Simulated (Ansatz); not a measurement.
# Sensitivity of the G0W0 gap of V2O5 (Pmmn)

Aim: change settings of a G0W0 run on V2O5 (Pmmn) and see what moves.

Calculated with Ansatz 0.2.0; G0W0 on LDA, plane waves, PAW.

## 1. The structure

It takes space group Pmmn (No. 59, orthorhombic). The conventional cell has a = 3.564 Å, b = 11.512 Å, c = 4.368 Å, α = 90.00°, β = 90.00°, γ = 90.00°. Nearest to V lie 5 O at 1.58 to 2.02 Å. Nearest to O lie 1 V at 1.58 Å. Nearest to O lie 3 V at 1.88 to 2.02 Å. Nearest to O lie 2 V at 1.78 Å. Farther neighbours and most contacts between anions are not listed.

Coordinates:

```cif
data_structure
_symmetry_space_group_name_H-M 'P 1'
_symmetry_Int_Tables_number 1
_cell_length_a 3.5640
_cell_length_b 11.5120
_cell_length_c 4.3680
_cell_angle_alpha 90.000
_cell_angle_beta 90.000
_cell_angle_gamma 90.000
_cell_volume 179.21
loop_
_atom_site_label
_atom_site_type_symbol
_atom_site_fract_x
_atom_site_fract_y
_atom_site_fract_z
_atom_site_occupancy
V1 V 0.00000 0.85118 0.10830 1
V2 V 0.00000 0.14882 0.10830 1
V3 V 0.50000 0.35118 0.89170 1
V4 V 0.50000 0.64882 0.89170 1
O5 O 0.00000 0.85430 0.46900 1
O6 O 0.00000 0.14570 0.46900 1
O7 O 0.50000 0.35430 0.53100 1
O8 O 0.50000 0.64570 0.53100 1
O9 O 0.00000 0.68110 0.99700 1
O10 O 0.00000 0.31890 0.99700 1
O11 O 0.50000 0.18110 0.00300 1
O12 O 0.50000 0.81890 0.00300 1
O13 O 0.00000 0.00000 0.99900 1
O14 O 0.50000 0.50000 0.00100 1
```

The cell and positions come from the Crystallography Open Database and are kept as given unless a step says otherwise. The default PAW set here is soft_2. Its files were made with PBE.

## 2. The base run: 4×2×4 mesh, 982 empty bands, screening to 180 eV, plasmon pole

G0W0 replaces the xc potential by the self-energy, built once from these orbitals. Only a window of levels is corrected, while the sums run over the empty bands that the input names.

The input, input.yaml:

```yaml
crystal:
  lattice:
    - [3.564, 0.0, 0.0]
    - [0.0, 11.512, 0.0]
    - [0.0, 0.0, 4.368]
  atoms:
    - { symbol: V, position: [0.0, 0.85118, 0.1083] }
    - { symbol: V, position: [0.0, 0.14882, 0.1083] }
    - { symbol: V, position: [0.5, 0.35118, 0.8917] }
    - { symbol: V, position: [0.5, 0.64882, 0.8917] }
    - { symbol: O, position: [0.0, 0.8543, 0.469] }
    - { symbol: O, position: [0.0, 0.1457, 0.469] }
    - { symbol: O, position: [0.5, 0.3543, 0.531] }
    - { symbol: O, position: [0.5, 0.6457, 0.531] }
    - { symbol: O, position: [0.0, 0.6811, 0.997] }
    - { symbol: O, position: [0.0, 0.3189, 0.997] }
    - { symbol: O, position: [0.5, 0.1811, 0.003] }
    - { symbol: O, position: [0.5, 0.8189, 0.003] }
    - { symbol: O, position: [0.0, 0.0, 0.999] }
    - { symbol: O, position: [0.5, 0.5, 0.001] }
kpoints:
  mp_grid: { grid: [4, 2, 4] }
hamiltonian:
  xc: lda
scf:
  occupations: { method: fixed }
gw:
  n_empty_bands: 982
  ecut_chi: 180.0
  qp_bands: [v4, c4]
  qp_kpoints: band_edges
  screening: { model: godby_needs }
```

On the command line:

```bash
ansatz run input.yaml --threads 3 --pin off --max-ram 92160MiB --backend cuda --events-out ev --progress --plain --runs-dir out --devices 1 --max-vram 13GiB  # rebuilt from the run's record
```

Numbers of over 12 decimals in the logs are rounded to 6 here.

Log:

```text
GPUs: using 1 of 1 available (devices: 1).
Engine: ansatz 0.2.0, x86_64-unknown-linux-gnu
Pseudopotentials: kind: paw
Pseudopotential: V, paw, valence charge 13, recommended cutoff 420 eV (normal), V.paw.azcp
Pseudopotential: O, paw, valence charge 6, recommended cutoff 420 eV (normal), O.paw.azcp
Functional definition: SPW92
  exchange = slater_x
  correlation = pw_c
device memory: the entry about to start is reckoned to put 3.3 GiB on a device that reports 46.3 GiB free (of which the cap on the GPU budget leaves the run 13.0 GiB)
GPU FFT provider: cuFFT
GPU libraries: cuBLAS 13.8.2, cuFFT 12.4.0, cuSOLVER 12.3.4
Crystal: 14 atoms, lattice volume = 179.214 Å³
Basis set: ecut = 420 eV, 3495 PW (Γ)
Bands: 70, of which v1, the nominal top of the filled ones, is band 56 counted from 1 (55 counted from 0)
Symmetry: 8 space group operations
Space group: Pmmn (ITA 59), of the structure as read, at distance tolerance 5.6e-5 Å
k-points: 18 of 32
Non-local potential: V, projectors of the file, l = 0: 3, l = 1: 2, l = 2: 3, l = 3: 1
Non-local potential: O, projectors of the file, l = 0: 2, l = 1: 2, l = 2: 1
PAW form: soft (Blöchl's): semilocal exchange-correlation on the pseudo side does not see the compensation charge
PAW frozen core: V, regenerated for the run's functional, and the local potential with it (the file was generated under x = pbe(κ = 0.804, μ = 0.219515), c = pbe(β = 0.066725))
PAW frozen core: O, regenerated for the run's functional, and the local potential with it (the file was generated under x = pbe(κ = 0.804, μ = 0.219515), c = pbe(β = 0.066725))
PAW one-centre angular grid: V, 590 points (default); XC on 64 Gauss nodes
PAW one-centre angular grid: O, 110 points (default); XC on 64 Gauss nodes
Initial density: superposition of atomic densities (neutral atoms: chi_scale 0, normalization atom), corrected by the library's trained network
Initial wavefunctions: pseudopotential atomic-orbital guess
GPU buffer pool allocated for 57600 grid points (all kernels)
GPU transforms: local potential and band sums: pruned to the plane-wave sphere, on 24×80×30
Functional: x = slater, c = lda
SCF iter   1: F=—  HF=-17000.978552 eV  |F-HF|=—  |Δ(HF+E_count)|=         —  Δρ=1.84e-2  dr2=5.38e-1  ethr=1.77e-3  ⟨swp⟩=3.7  Hψ=3999  notcnv=0  defer=178
preconditioner: auto → Resta (q_TF=auto, 2.523 Å⁻¹)  ε∞=7.9  [insulator: Δε(μ)=1.598 eV  Ē_g=9.452 eV  n_scr=48 (ndim 8)  ℏωp=24.8 eV  f_vac=0.166  ε∞_Penn≈7.9]
SCF iter   2: F=—  HF=-17000.917581 eV  |F-HF|=—  |Δ(HF+E_count)|=   6.10e-2  Δρ=1.54e-2  dr2=4.22e-1  ethr=4.81e-4  ⟨swp⟩=2.2  Hψ=2104  notcnv=0  defer=216
SCF iter   3: F=—  HF=-17000.868257 eV  |F-HF|=—  |Δ(HF+E_count)|=   4.93e-2  Δρ=5.34e-3  dr2=4.41e-2  ethr=3.77e-4  ⟨swp⟩=2.0  Hψ=1692  notcnv=0  defer=216
[...]
NSCF: frozen V_eff on 18 k-points
[...]
device memory: the entry about to start is reckoned to put 7.9 GiB on a device that reports 46.7 GiB free (of which the cap on the GPU budget leaves the run 13.0 GiB)
NSCF: frozen V_eff on 18 k-points
G₀W₀ screening: q 1/18
[... further progress lines ...]
SCF converged after 11 iterations
Free energy (F): -17000.857985 eV
Harris-Foulkes:  -17000.857985 eV  (|F-HF|=5.92e-8)
Internal energy: -17000.857985 eV  (E = F + TS)
E sigma→0 (E₀):  -17000.857985 eV
Fermi energy:    3.856133 eV
--- Per-component energies (eV) ---
  E_band       = -1442.349084
  E_kinetic    = 3070.717137
  E_local      = -11268.001242  (includes V_loc(G=0)·N_el)
  E_nonlocal   = 312.761578
  E_hartree    = 4580.349897
  E_xc         = -1233.394945
  E_vxc        = -1580.078533  (∫ρ·V_xc dr)
  E_paw        = -5702.033459  (= ΣΔE_a)
  E_vpaw       = -1138.492123  (= ΣTr[D̂ρ^β])
  E_aug_tail   = 0.025385  (compensation charges beyond the density's cutoff)
  E_ewald      = -6763.636150
  E_core_change = 2.353814  (= ΣΔE_core)
  E_smearing   = -0.000000  (= −TS)
  E_closure    = -0.000000  (closes the sum)
  Σ components = -17000.857985   (vs F -17000.857985, Δ=0.00e0)
--- Band table (eV; the first three rows and the last of 18) ---
  k-point 0: bands = [... 52 lower, 2.9115, 3.0810, 3.1659, 3.2278, 5.5876, 5.7438, 7.0696, 7.1661, ... 10 higher]
  k-point 1: bands = [... 52 lower, 3.0060, 3.2366, 3.3600, 3.4558, 5.6503, 5.8184, 7.1071, 7.1997, ... 10 higher]
  k-point 2: bands = [... 52 lower, 3.1454, 3.4449, 3.5998, 3.7289, 5.7183, 5.8868, 7.1551, 7.2188, ... 10 higher]
  k-point 17: bands = [... 52 lower, 3.7964, 3.7964, 3.8457, 3.8457, 6.2197, 6.2197, 6.8969, 6.8969, ... 10 higher]
--- G₀W₀: ω_p = 29.3549 eV, 32 q-points, 982 empty bands' worth ---
  eigenvalues of the whole cell's RPA ε∞ on this k-mesh (on a slab, of 1 + 4πα/V) = 3.7343, 5.9373, 6.4571; static W/v taken at q = 0 is 0.190362
  GN-PPA: 14619188/31016113 pairs with Re ω̃² < 0 across q-mesh
  gw.qp_kpoints: band_edges: 18 of 18 stored k-points solved, in 1 pass; an edge of the gap read off the rows below is read off those points alone
    ik  band        ε_KS         Σx   Σc(E_QP)       V_xc       Z   E_QP_lin       E_QP  E_QP is
     0    53      2.9115   -25.2595     4.8461   -20.1158  0.7493     2.6152     2.6140  root
     0    54      3.0810   -25.0866     4.5020   -20.2452  0.7499     2.7407     2.7416  root
     0    55      3.1659   -25.7219     4.8754   -20.5582  0.7490     2.8768     2.8777  root
     0    56      3.2278   -25.5438     4.2478   -21.0556  0.7509     2.9870     2.9874  root
     0    57      5.5876   -15.7530    -6.8727   -24.2846  0.7529     7.2650     7.2466  root
     0    58      5.7438   -16.0528    -6.3604   -24.0273  0.7543     7.3751     7.3578  root
     0    59      7.0696   -16.5731    -6.6637   -24.9082  0.7450     8.7689     8.7410  root
     0    60      7.1661   -16.8584    -6.3617   -24.9138  0.7450     8.8852     8.8598  root
[...]
17    57      6.2197   -16.6365    -6.5751   -24.8612  0.7481     7.8839     7.8692  root
    17    58      6.2197   -16.6365    -6.5751   -24.8612  0.7481     7.8839     7.8692  root
    17    59      6.8969   -16.5280    -6.7420   -25.0003  0.7402     8.6294     8.6272  root
    17    60      6.8969   -16.5280    -6.7420   -25.0003  0.7402     8.6294     8.6272  root
```

Wall time 3 min (1 × NVIDIA H100 80GB HBM3 (shared by 6 runs) with 3 threads of AMD EPYC 7R13 (Zen 3), shared host); peak memory 7.3 GiB; 7 min of CPU time.

In the SCF lines HF is the Harris–Foulkes energy and dr2 the Hartree energy of the density residual, in eV; the loop may stop once dr2 is under the threshold and the program's other checks hold. Hψ counts applications of the Hamiltonian.

Numbers from this step:

* bands summed: 1038
* plasmon-pole fit frequency: 29.35 eV
* RPA ε∞ on this mesh (eigenvalues): 3.734, 5.937, 6.457
* plane waves in the screening matrix: 979
* q-points in the mesh: 32
* G0W0 gap on the mesh: 3.662 eV
* k of the valence top: -0.5, 0, -0.5
* k of the conduction bottom: 0, 0, 0
* starting gap on the mesh: 1.731 eV
* Z at the valence top: 0.7495
* Z at the conduction bottom: 0.7529
* least direct G0W0 gap on the computed points: 3.942 eV

The gap on the mesh goes from 1.73 eV to 3.66 eV, a correction of +1.93 eV. Between the two edge states, bare exchange in place of the xc potential would open the gap by 13.30 eV, and correlation takes back 11.37 eV.

## 3. Variant: plasmon pole at a typed frequency

input.yaml: that of step 2 with these lines changed.

```diff
@@ -27,4 +27,4 @@
 gw:
-  n_empty_bands: 982
-  ecut_chi: 180.0
+  n_empty_bands: 406
+  ecut_chi: 100
   qp_bands: [v4, c4]
@@ -32 +32,2 @@
   screening: { model: godby_needs }
+  plasmon_pole_fit_frequency: 40
```

Log:

```text
GPUs: using 1 of 1 available (devices: 1).
[...]
GPU FFT provider: cuFFT
GPU libraries: cuBLAS 13.8.2, cuFFT 12.4.0, cuSOLVER 12.3.4
Crystal: 14 atoms, lattice volume = 179.214 Å³
Basis set: ecut = 420 eV, 3495 PW (Γ)
Bands: 70, of which v1, the nominal top of the filled ones, is band 56 counted from 1 (55 counted from 0)
[... 1 set-up line as in the run before ...]
[...]
k-points: 18 of 32
[...]
GPU buffer pool allocated for 57600 grid points (all kernels)
[...]
SCF iter   1: F=—  HF=-17000.978552 eV  |F-HF|=—  |Δ(HF+E_count)|=         —  Δρ=1.84e-2  dr2=5.38e-1  ethr=1.77e-3  ⟨swp⟩=3.7  Hψ=3999  notcnv=0  defer=178
[...]
SCF iter  11: F=-17000.857985 eV  HF=-17000.857985 eV  |F-HF|=5.92e-8  |Δ(HF+E_count)|=   2.24e-8  Δρ=6.10e-6  dr2=7.55e-8  ethr=8.93e-11  ⟨swp⟩=8.9  Hψ=3874  notcnv=0
SCF 1 converged in 11 iterations: F = -17000.857985 eV  dr2 = 7.55e-8
[...]
NSCF: frozen V_eff on 18 k-points
[...]
G₀W₀ screening: q 1/18
[... further progress lines ...]
SCF converged after 11 iterations
Free energy (F): -17000.857985 eV
[...]
Internal energy: -17000.857985 eV  (E = F + TS)
E sigma→0 (E₀):  -17000.857985 eV
Fermi energy:    3.856133 eV
[...]
--- Band table (eV; the first three rows and the last of 18) ---
  k-point 0: bands = [... 52 lower, 2.9115, 3.0810, 3.1659, 3.2278, 5.5876, 5.7438, 7.0696, 7.1661, ... 10 higher]
  k-point 1: bands = [... 52 lower, 3.0060, 3.2366, 3.3600, 3.4558, 5.6503, 5.8184, 7.1071, 7.1997, ... 10 higher]
  k-point 2: bands = [... 52 lower, 3.1454, 3.4449, 3.5998, 3.7289, 5.7183, 5.8868, 7.1551, 7.2188, ... 10 higher]
  k-point 17: bands = [... 52 lower, 3.7964, 3.7964, 3.8457, 3.8457, 6.2197, 6.2197, 6.8969, 6.8969, ... 10 higher]
--- G₀W₀: ω_p = 40.0000 eV, 32 q-points, 406 empty bands' worth ---
[...]
GN-PPA: 1965616/5308303 pairs with Re ω̃² < 0 across q-mesh
[...]
0    53      2.9115   -25.2595     4.9997   -20.1158  0.7683     2.7675     2.7677  root
     0    54      3.0810   -25.0866     4.6628   -20.2452  0.7694     2.9024     2.9025  root
     0    55      3.1659   -25.7219     5.0360   -20.5582  0.7684     3.0382     3.0383  root
     0    56      3.2278   -25.5438     4.4342   -21.0556  0.7697     3.1738     3.1738  root
     0    57      5.5876   -15.7530    -6.6334   -24.2846  0.7746     7.5015     7.4858  root
     0    58      5.7438   -16.0528    -6.1226   -24.0273  0.7757     7.6147     7.5957  root
     0    59      7.0696   -16.5731    -6.3687   -24.9082  0.7653     9.0580     9.0361  root
     0    60      7.1661   -16.8584    -6.0629   -24.9138  0.7612     9.1660     9.1585  root
[...]
17    57      6.2197   -16.6365    -6.3112   -24.8612  0.7714     8.1516     8.1332  root
    17    58      6.2197   -16.6365    -6.3112   -24.8612  0.7714     8.1516     8.1332  root
    17    59      6.8969   -16.5280    -6.4649   -25.0003  0.7703     8.9304     8.9043  root
    17    60      6.8969   -16.5280    -6.4649   -25.0003  0.7703     8.9304     8.9043  root
```

Run time: 73 s. Hardware: 1 × NVIDIA H100 80GB HBM3 (shared by 6 runs) with 3 threads; peak memory 2.5 GiB; 2.4 min of CPU time.

The G0W0 gap on the mesh is 3.709 eV.

Against the base:

```
                   setting   base  variant
               empty bands    982      406
     screening cutoff (eV)  180.0      100
plasmon pole fit frequency      -       40
```

```
                                    quantity  variant   base
                    starting gap on the mesh    1.731  1.731
                        G0W0 gap on the mesh    3.709  3.662
least direct G0W0 gap on the computed points    3.997  3.942
                        Z at the valence top    0.768  0.750
                  Z at the conduction bottom    0.775  0.753
```

## 4. Summary of results

* base: 3.66 eV, 3 min
* plasmon pole at a typed frequency: 3.71 eV, 73 s

What this shows: Plasmon pole at a typed frequency: the gap moves by +0.05 eV and the time by a factor of 0.40. The variant differs from the base in empty bands, screening cutoff and plasmon pole fit frequency together, so the change can't be laid to one of them. All runs here use a coarse mesh and modest cutoffs; they test settings and are not final values. The 4×2×4 mesh is coarse for this cell (its supercell is 14 Å along the shortest edge). The RPA ε∞ on it, from the LDA start, is 3.73, 5.94 and 6.46; such meshes misread the long-range screening, most where the gap is narrow. The runs have no spin polarisation. For a closed low-spin shell that is the natural state; where a d or f shell is open it is a constraint, and the gap is then not the crystal's own. With d states at the gap, one-shot GW leans hard on its start.

[Paths, hosts, dates, memory and timing lines, banners, echoed tables and standing remarks are left out of the program output.]

[Logs are printed without paths, hosts, clocks, repeated set-up lines and the standing remarks that a program may print on its own settings, such as how far it seeks lower states.]

[Runs of the session that timed out or met a known fault of the program may be left out.]

[Cells called generated may have been cut or substituted from an entry of the Crystallography Open Database or the Materials Project.]

[Hosts, paths, dates, database ids (printed as entryN), source tags and the programs' standing remarks are cut or masked in the printed files.]
